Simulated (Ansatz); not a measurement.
# TlBiSe3 (model cell, started as cubic perovskite with Bi in the octahedra): a soft mode frozen in

Which phase does TlBiSe3 (model cell, started as cubic perovskite with Bi in the octahedra) fall into along its unstable mode, and how much energy does it gain?

Main program and level: Ansatz 0.2.0; DFT PBEsol, scalar-relativistic, plane waves, PAW; PAW set soft_1.

The structure was built from a prototype and need not be the compound's stable phase.

### 1. The starting structure

It takes space group Pm-3m (No. 221, cubic). Conventional cell: a = 5.456 Å, b = 5.456 Å, c = 5.456 Å, α = 90.00°, β = 90.00°, γ = 90.00°. Nearest to Tl lie 12 Se at 3.86 Å. Bi has 6 Se at 2.73 Å nearest. Nearest to Se lie 2 Bi at 2.73 Å. Farther neighbours and most contacts between anions are not listed.

### 2. Phonons on a q mesh

The cell comes from relaxations at this level that are not shown. Stability and thermal properties need the whole zone. Linear response on a 2×2×2 q mesh gives force constants as far as a supercell of that size would.

The input, input.yaml:

```yaml
crystal:
  lattice:
    - [5.4560481392, 0.0, 0.0]
    - [0.0, 5.4560481392, 0.0]
    - [0.0, 0.0, 5.4560481392]
  atoms:
    - { symbol: Tl, position: [0.0, 0.0, 0.0] }
    - { symbol: Bi, position: [0.5, 0.5, 0.5] }
    - { symbol: Se, position: [0.5, 0.5, 0.0] }
    - { symbol: Se, position: [0.5, 0.0, 0.5] }
    - { symbol: Se, position: [0.0, 0.5, 0.5] }
kpoints:
  mp_grid: { grid: [8, 8, 8] }
hamiltonian:
  xc: pbesol
  pseudopotentials: { kind: paw, azcp: { folder: soft_1 }, xc_functional: pbe }
scf:
  occupations: { method: methfessel_paxton, width: 0.2 }
output:
  eigenvalues: true
phonons:
  method: dfpt
  qmesh: [2, 2, 2]
  temperatures: { t_max: 1000, t_step: 50 }
  qpath:
    path:
      - [[0.0, 0.0, 0.0], [0.0, 0.5, 0.0], [0.5, 0.5, 0.0], [0.0, 0.0, 0.0], [0.5, 0.5, 0.5], [0.0, 0.5, 0.0]]
      - [[0.5, 0.5, 0.5], [0.5, 0.5, 0.0]]
    npoints: 10
```

The run is started by

```
ansatz run input.yaml --threads 4 --pin off --max-ram 16384MiB --backend cpu --events-out ev --progress --plain --runs-dir out
```

Numbers of over 12 decimals in the logs are rounded to 6 here.

The program printed:

```text
Engine: ansatz 0.2.0, aarch64-unknown-linux-gnu
Pseudopotentials: kind: paw
Pseudopotential: Tl, paw, valence charge 13, recommended cutoff 420 eV (normal), soft_1/Tl.paw.azcp
Pseudopotential: Bi, paw, valence charge 15, recommended cutoff 420 eV (normal), soft_1/Bi.paw.azcp
Pseudopotential: Se, paw, valence charge 16, recommended cutoff 420 eV (normal), soft_1/Se.paw.azcp
Functional definition: PBEsol
  exchange = pbesol_x
  correlation = pbesol_c
Crystal: 5 atoms, lattice volume = 162.418 Å³
Basis set: ecut = 420 eV, 3191 PW (Γ), exchange–correlation on 80×80×80 points (8 copies of the dense FFT grid, shifted against one another)
Bands: 46, of which v1, the nominal top of the filled ones, is band 38 counted from 1 (37 counted from 0)
Symmetry: 48 space group operations
k-points: 35 of 512
Non-local potential: Tl, projectors of the file, l = 0: 2, l = 1: 2, l = 2: 2, l = 3: 1
Non-local potential: Bi, projectors of the file, l = 0: 2, l = 1: 2, l = 2: 2, l = 3: 1
Non-local potential: Se, projectors of the file, l = 0: 2, l = 1: 2, l = 2: 3, l = 3: 1
PAW form: soft (Blöchl's): semilocal exchange-correlation on the pseudo side does not see the compensation charge
PAW frozen core: Tl, regenerated for the run's functional, and the local potential with it (the file was generated under x = pbe(κ = 0.804, μ = 0.219515), c = pbe(β = 0.066725))
PAW frozen core: Bi, regenerated for the run's functional, and the local potential with it (the file was generated under x = pbe(κ = 0.804, μ = 0.219515), c = pbe(β = 0.066725))
PAW frozen core: Se, regenerated for the run's functional, and the local potential with it (the file was generated under x = pbe(κ = 0.804, μ = 0.219515), c = pbe(β = 0.066725))
PAW one-centre angular grid: Tl, 590 points (default); XC on 64 Gauss nodes
PAW one-centre angular grid: Bi, 590 points (default); XC on 64 Gauss nodes
PAW one-centre angular grid: Se, 590 points (default); XC on 64 Gauss nodes
Initial density: superposition of atomic densities (chi_scale 0.1, normalization cell, long waves kept (reshape's long-wave potential 0.03 eV rms))
Initial wavefunctions: pseudopotential atomic-orbital guess
Functional: x = pbesol(κ = 0.804, μ = 0.123457), c = pbesol(β = 0.046)
SCF iter   1: F=—  HF=-39814.899649 eV  |F-HF|=—  |Δ(HF+E_count)|=         —  Δρ=2.93e-2  dr2=2.63e0  ethr=3.10e-3  ⟨swp⟩=6.7  Hψ=6346  notcnv=0
preconditioner: auto → LDOS  [metal: Δε(μ)=0.018 eV  Ē_g=11.046 eV  σ=0.200 eV  W_gap=0.08  n_scr=32 (ndim 8)  ℏωp=17.5 eV  f_vac=0.039  D(μ)=5.41/eV (n_scr^D=32)  β→1.0]
SCF iter   2: F=—  HF=-39814.064992 eV  |F-HF|=—  |Δ(HF+E_count)|=   8.35e-1  S|Δr|=    0.00e0  Δρ=1.92e-2  dr2=5.38e-1  ethr=3.10e-3  ⟨swp⟩=3.1  Hψ=2861  notcnv=0  defer=63
SCF iter   3: F=—  HF=-39813.862990 eV  |F-HF|=—  |Δ(HF+E_count)|=   2.02e-1  S|Δr|=    0.00e0  Δρ=4.32e-3  dr2=5.47e-2  ethr=7.07e-4  ⟨swp⟩=3.9  Hψ=3482  notcnv=0  defer=63
SCF iter   4: F=—  HF=-39813.842998 eV  |F-HF|=—  |Δ(HF+E_count)|=   2.00e-2  S|Δr|=    0.00e0  Δρ=9.09e-4  dr2=3.62e-3  ethr=7.20e-5  ⟨swp⟩=2.0  Hψ=2020  notcnv=0  defer=63
SCF iter   5: F=—  HF=-39813.842132 eV  |F-HF|=—  |Δ(HF+E_count)|=   8.66e-4  S|Δr|=    0.00e0  Δρ=1.94e-4  dr2=1.33e-4  ethr=4.77e-6  ⟨swp⟩=2.0  Hψ=2374  notcnv=0  defer=63
SCF iter   6: F=—  HF=-39813.842080 eV  |F-HF|=—  |Δ(HF+E_count)|=   5.18e-5  S|Δr|=    0.00e0  Δρ=5.66e-5  dr2=3.94e-6  ethr=1.75e-7  ⟨swp⟩=2.0  Hψ=2882  notcnv=0  defer=63
SCF iter   7: F=—  HF=-39813.842073 eV  |F-HF|=—  |Δ(HF+E_count)|=   6.61e-6  S|Δr|=    0.00e0  Δρ=1.62e-5  dr2=3.50e-7  ethr=5.18e-9  ⟨swp⟩=2.0  Hψ=2897  notcnv=0  defer=63
SCF iter   8: F=—  HF=-39813.842073 eV  |F-HF|=—  |Δ(HF+E_count)|=   9.94e-9  S|Δr|=    0.00e0  Δρ=4.28e-6  dr2=2.54e-8  ethr=4.61e-10  ⟨swp⟩=2.0  Hψ=2880  notcnv=0  defer=63
SCF iter   9: F=—  HF=-39813.842073 eV  |F-HF|=—  |Δ(HF+E_count)|=   1.35e-8  S|Δr|=    0.00e0  Δρ=9.13e-7  dr2=1.43e-9  ethr=3.34e-11  ⟨swp⟩=2.1  Hψ=2309  notcnv=0  defer=63
SCF iter  10: F=—  HF=-39813.842073 eV  |F-HF|=—  |Δ(HF+E_count)|=  1.02e-10  S|Δr|=    0.00e0  Δρ=2.00e-7  dr2=1.04e-10  ethr=1.88e-12  ⟨swp⟩=2.0  Hψ=2876  notcnv=0  defer=63
SCF iter  11: F=-39813.842073 eV  HF=-39813.842073 eV  |F-HF|=1.46e-11  |Δ(HF+E_count)|=  7.28e-12  S|Δr|=    0.00e0  Δρ=5.24e-8  dr2=8.49e-12  ethr=1.00e-12  ⟨swp⟩=13.3  Hψ=9040  notcnv=0
SCF 1 converged in 11 iterations: F = -39813.842073 eV  dr2 = 8.49e-12
  greatest PAW one-centre occupation: 1.000 electrons in one spin orbital (limit 2), on the Se atom at site 4 (counted from 0), in its partial waves of l = 2
Initial density: read from a saved state, or passed on in memory by an earlier SCF of this step, an earlier step, the calling program or the single point that the run made first
iter 1 solved again at ethr=1.46e-7 eV; its pass at ethr=3.10e-3 eV (dr2=1.11e-4 eV) is discarded
SCF iter   1: F=—  HF=-39813.842076 eV  |F-HF|=—  |Δ(HF+E_count)|=         —  Δρ=5.92e-7  dr2=5.70e-10  ethr=1.46e-7  ⟨swp⟩=3.0  Hψ=10363  notcnv=0
eigensolver tolerance schedule: the retry pair's looser diagonalisation over-reported the residual by 195308.80 of it (diagonalisation noise at an unbounded share of the residual, at the tolerance the schedule requests for it); recorded, not acted on — ethr = c·dr2/N_el stays at c = 1.0e-1
preconditioner: auto → LDOS  [metal: Δε(μ)=0.012 eV  Ē_g=10.518 eV  σ=0.200 eV  W_gap=0.05  n_scr=32 (ndim 8)  ℏωp=17.5 eV  f_vac=0.042  D(μ)=6.78/eV (n_scr^D=56)  β→1.0]
SCF iter   2: F=—  HF=-39813.842073 eV  |F-HF|=—  |Δ(HF+E_count)|=   3.30e-6  S|Δr|=    0.00e0  Δρ=7.25e-7  dr2=5.26e-10  ethr=1.00e-12  ⟨swp⟩=4.0  Hψ=4504  notcnv=0
SCF iter   3: F=—  HF=-39813.842073 eV  |F-HF|=—  |Δ(HF+E_count)|=  3.13e-10  S|Δr|=    0.00e0  Δρ=2.58e-7  dr2=9.22e-11  ethr=1.00e-12  ⟨swp⟩=2.0  Hψ=2097  notcnv=0
SCF iter   4: F=—  HF=-39813.842073 eV  |F-HF|=—  |Δ(HF+E_count)|=  7.28e-12  S|Δr|=    0.00e0  Δρ=1.68e-7  dr2=3.85e-11  ethr=1.00e-12  ⟨swp⟩=1.0  Hψ=1610  notcnv=0
SCF iter   5: F=—  HF=-39813.842073 eV  |F-HF|=—  |Δ(HF+E_count)|=  1.46e-11  S|Δr|=    0.00e0  Δρ=1.06e-7  dr2=1.60e-11  ethr=1.00e-12  ⟨swp⟩=1.0  Hψ=1610  notcnv=0
SCF iter   6: F=-39813.842073 eV  HF=-39813.842073 eV  |F-HF|=7.28e-12  |Δ(HF+E_count)|=  1.46e-11  S|Δr|=    0.00e0  Δρ=6.24e-8  dr2=5.61e-12  ethr=1.00e-12  ⟨swp⟩=3.3  Hψ=3687  notcnv=0
SCF 2 converged in 6 iterations: F = -39813.842073 eV  dr2 = 5.61e-12
phonons: the bands overlap, so this run is a metal and interpolates without the dipole-dipole term. If the crystal is really an insulator or semiconductor, its LO-TO splitting is missing
NSCF: frozen V_eff on 35 k-points
WARN: eigensolver did not converge (k=10): 1 band(s) unlocked after 20 sweeps at ethr=1.17e-12 eV (storage-precision floor; scheduled 1.00e-12 eV) (lowest unlocked band 45, counted from 0; max residual 8.23e-6 eV among the unlocked bands, 8.23e-6 eV over every band; other slots of this pass that fall short are told together in one closing line; warning suppressed until the next SCF loop or pass starts)
WARN: eigensolver did not converge in 17 slots of this pass, the one above among them; of largest residual over every band (k=30): 1 band(s) unlocked (lowest unlocked band 45, counted from 0; max residual 5.27e-3 eV among the unlocked bands, 5.27e-3 eV over every band); of lowest unlocked band (k=10): band 45
NSCF: frozen V_eff on 125 k-points
DFPT response loops at q = (0, 0, 0) (fractional): preconditioner auto → Kerker (q_TF=auto, 2.404 Å⁻¹) (partly filled bands, converged f_vac=0.042); β = 1.00, the filter's whole step (`scf.mixing.beta` (0.50) is not read by the response loops under this deck's `scf.mixing.preconditioner`; to damp them name `kerker` or `kerker_dos`, under which they read `scf.mixing.beta`, and type it under 1.00, their step now; both keys bind the ground state too); Broyden in place of MSR1
NSCF: frozen V_eff on 250 k-points
DFPT response loops at q = (0, 0, -0.5) (fractional): mixed as the last ones told, above
NSCF: frozen V_eff on 250 k-points
DFPT response loops at q = (0, -0.5, -0.5) (fractional): mixed as the last ones told, above
NSCF: frozen V_eff on 250 k-points
DFPT response loops at q = (-0.5, -0.5, -0.5) (fractional): mixed as the last ones told, above
SCF converged after 11 iterations
Stability not checked: this state was not tested for a lower state beside it, because cold or Methfessel-Paxton smearing, or corrected tetrahedra, fill the levels in a way that the test cannot read (fill_not_monotonic; see scf.lower_state_search)
Free energy (F): -39813.842073 eV
Harris-Foulkes:  -39813.842073 eV  (|F-HF|=1.46e-11)
Internal energy: -39813.828238 eV  (E = F + TS)
E sigma→0 (E₀):  -39813.838614 eV
Entropy (-TS):   -0.013835 eV (-2.767 meV/atom)
Fermi energy:    5.802281 eV
--- Per-component energies (eV) ---
  E_band       = -1421.513625
  E_kinetic    = 847.845913
  E_local      = -11403.064687  (includes V_loc(G=0)·N_el)
  E_nonlocal   = -327.577105
  E_hartree    = 5543.365983
  E_xc         = -585.888701
  E_vxc        = -521.326946  (∫ρ·V_xc dr)
  E_paw        = -26805.946878  (= ΣΔE_a)
  E_vpaw       = -1104.121915  (= ΣTr[D̂ρ^β])
  E_aug_tail   = -0.000949  (compensation charges beyond the density's cutoff)
  E_ewald      = -7085.715296
  E_core_change = 3.153482  (= ΣΔE_core)
  E_smearing   = -0.013835  (= −TS)
  E_closure    = 0.000000  (closes the sum)
  Σ components = -39813.842073   (vs F -39813.842073, Δ=0.00e0)
--- Band table (eV; the first three rows and the last of 35) ---
  k-point 0: bands = [... 34 lower, 5.0974, 5.0974, 5.2631, 5.2631, 5.2631, 10.6258, 10.6258, 10.6258, ... 4 higher]
  k-point 1: bands = [... 34 lower, 5.0508, 5.2225, 5.2236, 5.2414, 5.2414, 10.0550, 10.4432, 10.4432, ... 4 higher]
  k-point 2: bands = [... 34 lower, 4.8731, 5.1287, 5.2607, 5.2607, 5.5371, 9.1573, 10.1589, 10.1589, ... 4 higher]
  k-point 34: bands = [... 34 lower, 5.0092, 6.2716, 6.2716, 6.2716, 6.9253, 6.9253, 6.9253, 7.5649, ... 4 higher]
--- Phonons (Γ-DFPT): 4 representative perturbations + reference (Σ response iterations 12) ---
  ASR residual: 9.245e-5 → 0.000e0 eV/Å²; symmetrization residual: 9.279e-5 eV/Å²
  ASR residual per site (eV/Å²): 5.98e-5 6.51e-5 9.24e-5 9.24e-5 9.24e-5
  Γ frequencies (cm⁻¹): -72.20 -72.20 -72.20 -66.98 -66.98 -66.98 -23.87 -23.87 -23.87 0.00 0.00 0.00 149.78 149.78 149.78
--- Phonons (arbitrary-q DFPT): 4 irreducible q on the 2×2×2 mesh ---
  q = [0.0000, 0.0000, 0.0000] (star 1, of the zone-centre solve; hermiticity 3.73e-5, symmetrization 3.88e-11): -72.20 -72.20 -72.20 -66.98 -66.98 -66.98 -23.87 -23.87 -23.87 -0.00 0.00 0.00 149.78 149.78 149.78
  q = [0.0000, 0.0000, -0.5000] (star 3, 9 solved perturbations in 975 linear systems a pass and spin channel, the states on 125 of 512 k-point pairs; hermiticity 8.98e-6, symmetrization 1.09e-11): -85.11 -80.39 -74.75 -74.75 -63.11 -63.11 -21.30 -21.30 -20.50 3.50 3.50 107.14 149.17 149.17 173.63
  q = [0.0000, -0.5000, -0.5000] (star 3, 9 solved perturbations in 975 linear systems a pass and spin channel, the states on 125 of 512 k-point pairs; hermiticity 3.77e-6, symmetrization 1.04e-11): -88.93 -88.93 -67.05 -67.05 -63.78 -52.88 -22.67 -19.30 -19.30 8.73 106.20 106.20 149.22 170.23 174.49
  q = [-0.5000, -0.5000, -0.5000] (star 1, 4 solved perturbations in 350 linear systems a pass and spin channel, the states on 125 of 512 k-point pairs; hermiticity 1.53e-7, symmetrization 3.14e-11): -81.73 -81.73 -81.73 -53.94 -53.94 -53.94 -15.10 -15.10 -15.10 105.13 105.13 105.13 176.06 177.94 177.94
  sum rule: each row above includes the acoustic sum rule's correction from the zone centre's row sums; it moved no ω² by more than (0.56 cm⁻¹)²
  mesh force constants: q→R imaginary residual 1.62e-18; ASR residual 9.245e-5 → 0.000e0 eV/Å²; symmetrization residual 8.882e-15 eV/Å²
  interpolated dispersion: 62 rows × 15 modes
  density of states and harmonic sums: on the 12×12×12 q-mesh, interpolated from the force constants of a 2×2×2 supercell (no non-analytic term)
  largest difference from the sums on the solved wave vectors: F 1.42e-1 eV, S 1.72e-4 and C_V 1.60e-5 eV/K
  zero-point energy: 0.042564 eV/cell   skipped modes (ω ≤ 0): 781, of them read as no rigid motion or as one in doubt: 778 (9.188e0 modes/cell left out, lowest -88.93 cm⁻¹)   left out of the sums: 6.13e-1 of the cell's modes: C_V's classical limit lies that fraction below 3 k_B per atom; for a crystal, a wire or a layer, F and S can be off by more, and a phonons.interpolated_qmesh denser along its periods is the remedy for the sampling
```

The job ended after 8.8 min (4 threads of Arm Neoverse V2, shared host; peak memory 2.4 GiB; 34 min of CPU time).

This step gave:

| Property | Result |
| --- | --- |
| volume per atom | 32.48 Å³ |
| gap on the k-mesh | 0 eV |
| sum-rule residual before enforcement | 9.24e-5 eV/Å² |
| lowest frequency on the path | -88.93 cm⁻¹ |
| point group | m-3m |
| highest frequency on the path or at a solved wavevector | 177.9 cm⁻¹ |
| highest optical mode at the zone centre (no LO-TO term) | 149.8 cm⁻¹ |
| lowest optical zone-centre mode | -72.2 cm⁻¹ |
| lowest mode on the q mesh (acoustic modes at Γ apart) | -88.93 cm⁻¹ |

Frequencies (cm⁻¹) solved at each irreducible wavevector; negative means imaginary. Frequencies by wavevector, by row:

| q in reciprocal lattice units | star | mode 1 | mode 2 | mode 3 | mode 4 | mode 13 | mode 14 | mode 15 |
| --- | --- | --- | --- | --- | --- | --- | --- | --- |
| 0 0 0 | 1 | -72.2 | -72.2 | -72.2 | -67 | 149.8 | 149.8 | 149.8 |
| 0 0 -0.5 | 3 | -85.1 | -80.4 | -74.8 | -74.8 | 149.2 | 149.2 | 173.6 |
| 0 -0.5 -0.5 | 3 | -88.9 | -88.9 | -67 | -67 | 149.2 | 170.2 | 174.5 |
| -0.5 -0.5 -0.5 | 1 | -81.7 | -81.7 | -81.7 | -53.9 | 176.1 | 177.9 | 177.9 |

Interpolated from a 2×2×2 q mesh. The phonon branches at the labelled points (cm⁻¹):

```csv
point,branch 1,branch 2,branch 3,branch 4,branch 12,branch 13,branch 14,branch 15
Γ,-72,-72,-72,-67,0,150,150,150
halfway,-77,-76,-72,-72,75,150,150,162
X,-85,-80,-75,-75,107,149,149,174
halfway,-86,-77,-73,-71,107,149,161,173
M,-89,-89,-67,-67,106,149,170,174
halfway,-77,-76,-74,-70,75,149,160,162
Γ,-72,-72,-72,-67,0,150,150,150
halfway,-77,-77,-75,-68,75,161,162,162
R,-82,-82,-82,-54,105,176,178,178
halfway,-80,-79,-78,-66,106,162,163,174
X,-85,-80,-75,-75,107,149,149,174
jump to R,-82,-82,-82,-54,105,176,178,178
halfway,-84,-84,-74,-63,106,164,174,176
M,-89,-89,-67,-67,106,149,170,174
```

Symmetry leaves 4 wavevectors to solve. The lowest mode among them, the acoustic zeros apart, lies at q = (0, -0.5, -0.5) and is imaginary, 88.9i cm⁻¹, so the energy falls along it.

### 3. The mode frozen in, largest atomic shift 0 Å

The mode followed lies at q = (0, -0.5, -0.5) with frequency 88.9i cm⁻¹ and is 2-fold degenerate, the softest among the wavevectors solved. At small amplitude the distorted cell has space group no. 10 by a symmetry search on the positions. The undistorted cell that holds it gives the zero of energy on the same k mesh.

System of this step: TlBiSe3 (model cell, started as cubic perovskite with Bi in the octahedra). Symmetry: Pm-3m, No. 221, cubic system. The conventional cell has a = 5.456 Å, b = 5.456 Å, c = 5.456 Å, α = 90.00°, β = 90.00°, γ = 90.00°. Tl has 12 Se at 3.86 Å nearest. Nearest to Bi lie 6 Se at 2.73 Å. Nearest to Se lie 2 Bi at 2.73 Å. Se has 2 Bi at 2.73 Å nearest. Farther neighbours and most contacts between anions are not listed.

The input, input.yaml:

```yaml
crystal:
  lattice:
    - [-5.4560481392, 0.0, 0.0]
    - [0.0, -5.4560481392, -5.4560481392]
    - [0.0, -5.4560481392, 5.4560481392]
  atoms:
    - { symbol: Tl, position: [0.0, 0.5, 0.5] }
    - { symbol: Tl, position: [0.0, 0.0, 0.0] }
    - { symbol: Bi, position: [0.5, 0.0, 0.5] }
    - { symbol: Bi, position: [0.5, 0.5, 0.0] }
    - { symbol: Se, position: [0.5, 0.25, 0.25] }
    - { symbol: Se, position: [0.5, 0.75, 0.75] }
    - { symbol: Se, position: [0.5, 0.25, 0.75] }
    - { symbol: Se, position: [0.5, 0.75, 0.25] }
    - { symbol: Se, position: [0.0, 0.0, 0.5] }
    - { symbol: Se, position: [0.0, 0.5, 0.0] }
kpoints:
  mp_grid: { grid: [8, 6, 6] }
hamiltonian:
  xc: pbesol
  pseudopotentials: { kind: paw, azcp: { folder: soft_1 }, xc_functional: pbe }
scf:
  occupations: { method: methfessel_paxton, width: 0.2 }
output:
  forces: true
  stress: true
  eigenvalues: true
```

The program printed:

```text
[...]
Crystal: 10 atoms, lattice volume = 324.836 Å³
Basis set: ecut = 420 eV, 6359 PW (Γ), exchange–correlation on 80×108×108 points (8 copies of the dense FFT grid, shifted against one another)
Bands: 92, of which v1, the nominal top of the filled ones, is band 76 counted from 1 (75 counted from 0)
Symmetry: 32 space group operations
[...]
k-points: 50 of 288
[...]
k-point 0: bands = [... 72 lower, 5.0997, 5.2645, 5.2645, 5.2662, 6.2703, 6.7050, 7.5515, 7.5515, ... 12 higher]
  k-point 1: bands = [... 72 lower, 5.0954, 5.2312, 5.2619, 5.2914, 6.0006, 6.1434, 8.0746, 8.4557, ... 12 higher]
  k-point 2: bands = [... 72 lower, 5.0438, 5.1398, 5.4174, 5.4879, 5.6231, 5.9005, 9.0810, 9.2188, ... 12 higher]
  k-point 49: bands = [... 72 lower, 4.9914, 4.9914, 6.2726, 6.2726, 6.7051, 6.7051, 7.5512, 7.5512, ... 12 higher]
[key lines of the parts left out:]
SCF converged after 8 iterations
Free energy (F): -79627.676715 eV
Fermi energy:    5.809799 eV
P = ⅓ Tr σ = -0.0064 GPa (-0.064 kbar)
```

It took 19 s on 4 threads; peak memory 1.5 GiB.

This step gave:

* pressure: -0.006389 GPa
* energy from the undistorted cell: 0 meV/atom

The run ends at a pressure of -0.01 GPa.

### 4. The mode frozen in, largest atomic shift 0.6 Å

The atoms are moved along the unstable eigenvector, the largest shift by 0.6 Å, with the cell fixed.

input.yaml, the sections that differ from step 3:

```yaml
crystal:
  lattice:
    - [-5.4560481392, 0.0, 0.0]
    - [0.0, -5.4560481392, -5.4560481392]
    - [0.0, -5.4560481392, 5.4560481392]
  atoms:
    - { symbol: Tl, position: [0.0, 0.4947062557, 0.5022155711] }
    - { symbol: Tl, position: [0.0, 0.0052937443, -0.0022155711] }
    - { symbol: Bi, position: [0.5, -0.009246305, 0.4961301783] }
    - { symbol: Bi, position: [0.5, 0.509246305, 0.0038698217] }
    - { symbol: Se, position: [0.5, 0.25, 0.25] }
    - { symbol: Se, position: [0.5, 0.75, 0.75] }
    - { symbol: Se, position: [0.5, 0.25, 0.75] }
    - { symbol: Se, position: [0.5, 0.75, 0.25] }
    - { symbol: Se, position: [0.0, 0.0717313119, 0.5300214393] }
    - { symbol: Se, position: [0.0, 0.4282686881, -0.0300214393] }
# kpoints, hamiltonian, scf, output: as in step 3
```

The program printed:

```text
[...]
Crystal: 10 atoms, lattice volume = 324.836 Å³
Basis set: ecut = 420 eV, 6359 PW (Γ), exchange–correlation on 80×108×108 points (8 copies of the dense FFT grid, shifted against one another)
Bands: 92, of which v1, the nominal top of the filled ones, is band 76 counted from 1 (75 counted from 0)
Symmetry: 4 space group operations
[...]
k-points: 100 of 288
[...]
k-point 0: bands = [... 72 lower, 5.2795, 5.3630, 5.4112, 5.4951, 6.2892, 6.9283, 7.2519, 7.4942, ... 12 higher]
  k-point 1: bands = [... 72 lower, 5.2287, 5.3591, 5.3662, 5.4763, 6.1344, 6.1757, 7.9017, 8.4125, ... 12 higher]
  k-point 2: bands = [... 72 lower, 5.0981, 5.2532, 5.4439, 5.5776, 5.7631, 5.9484, 8.9763, 9.1351, ... 12 higher]
  k-point 99: bands = [... 72 lower, 5.0705, 5.2889, 5.9148, 6.0495, 6.2738, 6.2928, 7.7443, 7.9543, ... 12 higher]
[key lines of the parts left out:]
SCF converged after 10 iterations
Free energy (F): -79628.186377 eV
Fermi energy:    5.871694 eV
P = ⅓ Tr σ = -0.4776 GPa (-4.776 kbar)
```

The job ended after 44 s (4 threads; peak memory 2.2 GiB).

This step gave:

* pressure: -0.4776 GPa
* energy from the undistorted cell: -51.69 meV/atom

The energy, extrapolated to zero smearing, is -51.69 meV/atom against the undistorted cell.

The run ends at a pressure of -0.48 GPa, with forces up to 0.39 eV/Å.

[end of part 1 of 3]

[Logs are printed without paths, hosts, clocks, repeated set-up lines and the standing remarks that a program may print on its own settings, such as how far it seeks lower states.]

[Hosts, paths, dates, database ids (printed as entryN), source tags and the programs' standing remarks are cut or masked in the printed files.]
